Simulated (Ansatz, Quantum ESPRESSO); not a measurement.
**Mode couplings of Ta (Im-3m) in a second program**

Aim: mode couplings and λ of Ta (Im-3m) by double-delta sums in Quantum ESPRESSO.

Method: DFT PBE, scalar-relativistic, plane waves, PAW, in the first sound run; inputs show where later runs differ, in Ansatz 0.2.0 and Quantum ESPRESSO 7.5.

Report form: the programs' logs are mostly left out.

### Step 1. Starting point

It takes space group Im-3m (No. 229, cubic). Conventional cell: a = 3.303 Å, b = 3.303 Å, c = 3.303 Å, α = 90.00°, β = 90.00°, γ = 90.00°. Nearest to Ta lie 8 Ta at 2.86 Å.

### Step 2. Relaxation

Lattice constant and positions set the bands and the force constants, so the cell is relaxed first.

input.yaml reads:

```yaml
crystal:
  lattice:
    - [-1.65128, 1.65128, 1.65128]
    - [1.65128, -1.65128, 1.65128]
    - [1.65128, 1.65128, -1.65128]
  atoms:
    - { symbol: Ta, position: [0.0, 0.0, 0.0] }
kpoints:
  mp_grid: { grid: [12, 12, 12] }
hamiltonian:
  xc: pbe
scf:
  occupations: { method: gaussian, width: 0.1 }
output:
  forces: true
  stress: true
  eigenvalues: true
relax:
  adjacent_minimum: "off"
  f_tol: 0.005
  max_steps: 80
  cell: { stress_tol: 0.05 }
```

Started as:

```sh
$ ansatz run input.yaml --threads 4 --pin off --max-ram 8192MiB --backend cpu --events-out ev --progress --plain --runs-dir out
```

Run time: 1.2 s. Hardware: 4 threads of Arm Neoverse V2, shared host; peak memory 0.28 GiB; 3.9 s of CPU time.

Step by step:

| step | energy less that of the first step (eV) | largest force component (eV/Å) | pressure (GPa) | volume (Å³) |
| --- | --- | --- | --- | --- |
| 1 | 0.0000 | 0.0000 | 2.24 | 18.01 |
| 2 | 0.0092 | 0.0000 | -5.52 | 18.82 |
| 3 | -0.0014 | 0.0000 | -0.09 | 18.24 |
| 4 | -0.0014 | 0.0000 | 0.00 | 18.23 |
| 5 | -0.0015 | 0.0000 | 0.00 | 18.23 |

The log counts 1 steps on a newly chosen plane-wave basis, not all of them marked here; energy and pressure can jump at such steps. Relaxation step 2 was tried and not accepted.

| conventional cell, symmetrised | before | after | change |
| --- | --- | --- | --- |
| a (Å) | 3.303 | 3.316 | +0.4 % |
| b (Å) | 3.303 | 3.316 | +0.4 % |
| c (Å) | 3.303 | 3.316 | +0.4 % |
| volume (Å³/atom) | 18.01 | 18.23 | +1.2 % |

The relaxed structure:

```xyz
1
Lattice="-1.6579 1.6579 1.6579 1.6579 -1.6579 1.6579 1.6579 1.6579 -1.6579" Properties=species:S:1:pos:R:3 pbc="T T T"
Ta    0.0000    0.0000    0.0000
```

This step gave:

| Property | Result |
| --- | --- |
| pressure | 0.003934 GPa |
| volume per atom | 18.23 Å³ |
| metallic on mesh | yes |
| gap on the k-mesh | 0 eV |

The largest force is now zero by symmetry and the largest stress component 0.0039 GPa.

### Step 3. Ground state with pw.x

ph.x needs a tightly converged ground state on the same k mesh; the cell is that of the step before.

This step: DFT PBE, scalar-relativistic, plane waves, GBRV ultrasoft pseudopotentials (Quantum ESPRESSO 7.5).

pw.in reads:

```
 &control
    calculation='scf',
    prefix='x',
    outdir='./tmp',
    pseudo_dir='./pseudo',
    tprnfor=.true.,
    tstress=.true.,
 /
 &system
    ibrav=0,
    nat=1,
    ntyp=1,
    ecutwfc=45.0,
    ecutrho=360.0,
    occupations='smearing',
    smearing='fd',
    degauss=0.00734986,
    nbnd=14,
 /
 &electrons
    conv_thr=1.0d-11,
    mixing_beta=0.5,
 /
ATOMIC_SPECIES
 Ta    180.9479  Ta.upf
CELL_PARAMETERS angstrom
    -1.657871021    1.657871021    1.657871021
     1.657871021   -1.657871021    1.657871021
     1.657871021    1.657871021   -1.657871021
ATOMIC_POSITIONS crystal
 Ta     0.000000000   0.000000000   0.000000000
K_POINTS automatic
 12 12 12 0 0 0
```

Started as:

```sh
$ OMP_NUM_THREADS=1 mpirun -n 4 pw.x -nk 4 -in pw.in > pw.x.log
```

Elapsed: 3.1 s, on 4 MPI ranks.

This step gave:

```
pressure : -0.513 GPa
```

With these potentials, mesh and smearing the cell is at -0.51 GPa.

### Step 4. Second program, linear response: Fermi–Dirac smearing of 0.1 eV

ph.x gives each mode's frequency and linewidth; λ of a mode follows from Gaussian double-delta sums over the k mesh, here at four widths.

ph.in reads:

```
phonons and couplings
 &inputph
    prefix='x',
    outdir='./tmp',
    tr2_ph=1.0d-15,
    fildyn='x.dyn',
    fildvscf='dvscf',
    ldisp=.true.,
    nq1=3,
    nq2=3,
    nq3=3,
    electron_phonon='simple',
    el_ph_ngauss=0,
    el_ph_sigma=0.00734986,
    el_ph_nsigma=4,
    alpha_mix(1)=0.5,
    amass(1)=180.9479,
 /
```

Started as:

```sh
$ OMP_NUM_THREADS=1 mpirun -n 4 ph.x -nk 4 -in ph.in > ph.x.log
```

The job ended after 3.8 min (4 MPI ranks; 15 min of CPU time).

Numbers from this step:

* highest frequency, solved or plainly interpolated: 141.2 cm⁻¹
* omega log against width: 13.15, 13.3, 13.42, 13.42 meV, at widths 0.1 to 0.4 eV

As ph.x prints them, no sum rule imposed; at the zone centre the sum is no linewidth. Double-delta sums:

| q1 | q2 | q3 | star | mode | omega (meV) | lambda_q, sigma 0.1 eV | lambda_q, sigma 0.2 eV | lambda_q, sigma 0.3 eV | lambda_q, sigma 0.4 eV | half width at sigma 0.2 (meV) |
| --- | --- | --- | --- | --- | --- | --- | --- | --- | --- | --- |
| 0 | 0 | 0 | 1 | 1 | 0.2398 | 0 | 0 | 0 | 0 | 0 |
| 0 | 0 | 0 | 1 | 2 | 0.2398 | 0 | 0 | 0 | 0 | 0 |
| 0 | 0 | 0 | 1 | 3 | 0.2398 | 0 | 0 | 0 | 0 | 0 |
| 0 | 0 | 0.3333 | 12 | 1 | 9.52 | 0.3552 | 0.3291 | 0.3006 | 0.2901 | 0.07618 |
| 0 | 0 | 0.3333 | 12 | 2 | 13.12 | 0.2313 | 0.142 | 0.1257 | 0.1247 | 0.06241 |
| 0 | 0 | 0.3333 | 12 | 3 | 15.44 | 0.6026 | 0.4513 | 0.4349 | 0.4091 | 0.2749 |
| 0 | 0.3333 | 0.3333 | 8 | 1 | 10.25 | 1.317 | 1.007 | 0.7518 | 0.6367 | 0.2702 |
| 0 | 0.3333 | 0.3333 | 8 | 2 | 15.68 | 0.4264 | 0.4035 | 0.3395 | 0.2937 | 0.2536 |
| 0 | 0.3333 | 0.3333 | 8 | 3 | 15.68 | 0.4264 | 0.4035 | 0.3395 | 0.2937 | 0.2536 |
| 0.3333 | 0.3333 | -0.3333 | 6 | 1 | 17.04 | 0.6701 | 0.5214 | 0.4281 | 0.3782 | 0.3868 |
| 0.3333 | 0.3333 | -0.3333 | 6 | 2 | 17.51 | 0.1731 | 0.2378 | 0.223 | 0.2018 | 0.1861 |
| 0.3333 | 0.3333 | -0.3333 | 6 | 3 | 17.51 | 0.1731 | 0.2378 | 0.223 | 0.2018 | 0.1861 |

Mean over the q mesh without its centre; few wavevectors enter, so none of the widths can be taken as converged. The coupling constant λ, lambda by Gaussian width:

| Gaussian width (eV) | coupling constant λ, lambda |
| --- | --- |
| 0.100 | 1.45 |
| 0.200 | 1.21 |
| 0.300 | 1.04 |
| 0.400 | 0.937 |

λ runs from 1.45 at 0.1 eV to 0.937 at 0.4 eV.

### Step 5. Matrix elements on the k mesh: PseudoDojo files, cutoff 789.13 eV, Fermi–Dirac smearing of 0.1 eV

The exported deformation potentials allow the same Gaussian double-delta sums that other programs print.

This step: DFT PBE, scalar-relativistic, plane waves, PseudoDojo norm-conserving pseudopotentials (Ansatz 0.2.0).

input.yaml reads:

```yaml
crystal:
  lattice:
    - [-1.6578710215, 1.6578710215, 1.6578710215]
    - [1.6578710215, -1.6578710215, 1.6578710215]
    - [1.6578710215, 1.6578710215, -1.6578710215]
  atoms:
    - { symbol: Ta, position: [0.0, 0.0, 0.0] }
kpoints:
  mp_grid: { grid: [10, 10, 10] }
hamiltonian:
  xc: pbe
  pseudopotentials: { kind: nc, accuracy: standard }
scf:
  occupations: { method: fermi_dirac, width: 0.1 }
  n_extra_bands: 10
output:
  eigenvalues: true
basis:
  ecutwfc: 789.13
phonons:
  method: dfpt
  qmesh: [2, 2, 2]
  temperatures: { t_max: 1000, t_step: 50 }
  qpath:
    path:
      - [[0.0, 0.0, 0.0], [0.5, -0.5, 0.5], [0.0, 0.0, 0.5], [0.0, 0.0, 0.0], [0.25, 0.25, 0.25], [0.5, -0.5, 0.5]]
      - [[0.25, 0.25, 0.25], [0.0, 0.0, 0.5]]
    npoints: 10
  electron_phonon_deformation_potentials: { window_half_width: 2.5 }
```

Started as:

```sh
$ ansatz run input.yaml --threads 4 --pin off --max-ram 8192MiB --backend cpu --events-out ev --progress --plain --runs-dir out
```

It took 6.4 s on 4 threads; peak memory 1.1 GiB; 21 s of CPU time.

This step gave:

```yaml
zero_point_energy: 0.02184 eV/cell
share_of_imaginary_modes_in_the_plain_interpolation_between_solved_wavevectors: 0
highest_frequency_solved_or_plainly_interpolated: 157.0 cm⁻¹
debye_temperature_second_moment: 224 K
```

Allen's double-delta sum on the run's k mesh, delta = exp(-(x/sigma)^2)/(sigma sqrt(pi)); at the zone centre the sum is no linewidth. Double-delta sums:

| q1 | q2 | q3 | star | mode | omega (meV) | lambda_q, sigma 0.05 eV | lambda_q, sigma 0.1 eV | lambda_q, sigma 0.2 eV | lambda_q, sigma 0.3 eV | lambda_q, sigma 0.4 eV | half width at sigma 0.2 (meV) | <D²> at sigma 0.2 ((eV/Å)²) | nesting at sigma 0.2 (1/eV²) |
| --- | --- | --- | --- | --- | --- | --- | --- | --- | --- | --- | --- | --- | --- |
| 0 | 0 | -0.5 | 6 | 1 | 10.48 | 9.10e-5 | 0.04468 | 0.216 | 0.3563 | 0.3931 | 0.04399 | 1.517 | 0.3996 |
| 0 | 0 | -0.5 | 6 | 2 | 16.28 | 0.6655 | 0.733 | 0.7285 | 0.7134 | 0.6321 | 0.358 | 12.34 | 0.3996 |
| 0 | 0 | -0.5 | 6 | 3 | 18.16 | 4.40e-5 | 0.02191 | 0.08098 | 0.1057 | 0.108 | 0.04955 | 1.709 | 0.3996 |
| -0.5 | -0.5 | -0.5 | 1 | 1 | 19.47 | 0.005147 | 0.05625 | 0.1411 | 0.179 | 0.1854 | 0.09919 | 3.036 | 0.4501 |
| -0.5 | -0.5 | -0.5 | 1 | 2 | 19.47 | 0.005147 | 0.05625 | 0.1411 | 0.179 | 0.1854 | 0.09919 | 3.036 | 0.4501 |
| -0.5 | -0.5 | -0.5 | 1 | 3 | 19.47 | 0.005147 | 0.05625 | 0.1411 | 0.179 | 0.1854 | 0.09919 | 3.036 | 0.4501 |

Mean over the q mesh without its centre; few wavevectors enter, so none of the widths can be taken as converged. Table of coupling constant λ, lambda by Gaussian width:

| Gaussian width (eV) | coupling constant λ, lambda |
| --- | --- |
| 0.050 | 0.573 |
| 0.100 | 0.710 |
| 0.200 | 0.939 |
| 0.300 | 1.08 |
| 0.400 | 1.05 |

Among the solved wavevectors the lowest mode, translations apart, is 84.5 cm⁻¹, so these are real on this k mesh.

### Step 6. Ground state with pw.x

This step: DFT PBE, scalar-relativistic, plane waves, PseudoDojo norm-conserving pseudopotentials (Quantum ESPRESSO 7.5).

pw.in, as its differences from that of step 3:

```diff
@@ -12,4 +12,4 @@
     ntyp=1,
-    ecutwfc=45.0,
-    ecutrho=360.0,
+    ecutwfc=58.0,
+    ecutrho=232.0,
     occupations='smearing',
@@ -32,2 +32,2 @@
 K_POINTS automatic
- 12 12 12 0 0 0
+ 10 10 10 0 0 0
```

Started as:

```sh
$ OMP_NUM_THREADS=1 mpirun -n 4 pw.x -nk 4 -in pw.in > pw.x.log
```

It took 2.8 s on 4 MPI ranks.

Numbers from this step:

```yaml
pressure: 1.723 GPa
```

With these potentials, mesh and smearing the cell is at 1.7 GPa, so it is not at its own rest, or the cutoff leaves a Pulay stress.

### Step 7. Second program, linear response: Fermi–Dirac smearing of 0.1 eV (run 2)

ph.in, as its differences from that of step 4:

```diff
@@ -8,5 +8,5 @@
     ldisp=.true.,
-    nq1=3,
-    nq2=3,
-    nq3=3,
+    nq1=2,
+    nq2=2,
+    nq3=2,
     electron_phonon='simple',
```

Started as:

```sh
$ OMP_NUM_THREADS=1 mpirun -n 4 ph.x -nk 4 -in ph.in > ph.x.log
```

Run time: 64 s. Hardware: 4 MPI ranks; 4.3 min of CPU time.

This step gave:

```yaml
omega_log_against_width: 16.04, 15.22, 14.7, 14.47 meV, at widths 0.1 to 0.4 eV
```

As ph.x prints them, no sum rule imposed; at the zone centre the sum is no linewidth. Double-delta sums:

| q1 | q2 | q3 | star | mode | omega (meV) | lambda_q, sigma 0.1 eV | lambda_q, sigma 0.2 eV | lambda_q, sigma 0.3 eV | lambda_q, sigma 0.4 eV | half width at sigma 0.2 (meV) |
| --- | --- | --- | --- | --- | --- | --- | --- | --- | --- | --- |
| 0 | 0 | 0 | 1 | 1 | -0.1017 | 0 | 0 | 0 | 0 | 0 |
| 0 | 0 | 0 | 1 | 2 | -0.1017 | 0 | 0 | 0 | 0 | 0 |
| 0 | 0 | 0 | 1 | 3 | -0.1017 | 0 | 0 | 0 | 0 | 0 |
| 0 | 0 | -0.5 | 6 | 1 | 10.48 | 0.0447 | 0.216 | 0.3563 | 0.3931 | 0.044 |
| 0 | 0 | -0.5 | 6 | 2 | 16.28 | 0.7328 | 0.7283 | 0.7132 | 0.632 | 0.358 |
| 0 | 0 | -0.5 | 6 | 3 | 18.16 | 0.0219 | 0.081 | 0.1057 | 0.108 | 0.04955 |
| -0.5 | -0.5 | -0.5 | 1 | 1 | 19.47 | 0.0562 | 0.1411 | 0.179 | 0.1854 | 0.09917 |
| -0.5 | -0.5 | -0.5 | 1 | 2 | 19.47 | 0.0562 | 0.1411 | 0.179 | 0.1854 | 0.09917 |
| -0.5 | -0.5 | -0.5 | 1 | 3 | 19.47 | 0.0562 | 0.1411 | 0.179 | 0.1854 | 0.09917 |

Mean over the q mesh without its centre; few wavevectors enter, so none of the widths can be taken as converged. Table of coupling constant λ, lambda by Gaussian width:

| Gaussian width (eV) | coupling constant λ, lambda |
| --- | --- |
| 0.100 | 0.709 |
| 0.200 | 0.939 |
| 0.300 | 1.08 |
| 0.400 | 1.05 |

λ runs from 0.709 at 0.1 eV to 1.05 at 0.4 eV.

### Step 8. Outcome

```json
{
  "phonon run of the rows without a label of their own": "PBE, q 2×2×2, k 10×10×10",
  "coupling λ by Gaussian sums at 0.2 eV, Quantum ESPRESSO, GBRV, cutoff 612 eV, q 3×3×3, k 12×12×12": "1.21",
  "coupling λ by Gaussian sums at 0.2 eV, Ansatz, PseudoDojo, cutoff 789 eV, q 2×2×2, k 10×10×10": "0.939",
  "coupling λ by Gaussian sums at 0.2 eV, Quantum ESPRESSO, PseudoDojo, cutoff 789 eV, q 2×2×2, k 10×10×10": "0.939"
}
```

**Reading.** Under gradient-corrected functionals ph.x can misplace modes where the density is low; no frozen-phonon run checks these frequencies. With the same potentials, cutoff and meshes the two programs' mean λ differ by under 0.1 % over the four widths. In the last run that gave them, λ from the Gaussian sums still varies by a factor of 1.5 between widths of 0.1 and 0.4 eV; these sums hold few wavevectors and leave out the zone centre. Spin–orbit coupling, left out here, matters for Ta.

[Logs are printed without paths, hosts, clocks, repeated set-up lines and the standing remarks that a program may print on its own settings, such as how far it seeks lower states.]

[Hosts, paths, dates, database ids (printed as entryN), source tags and the programs' standing remarks are cut or masked in the printed files.]
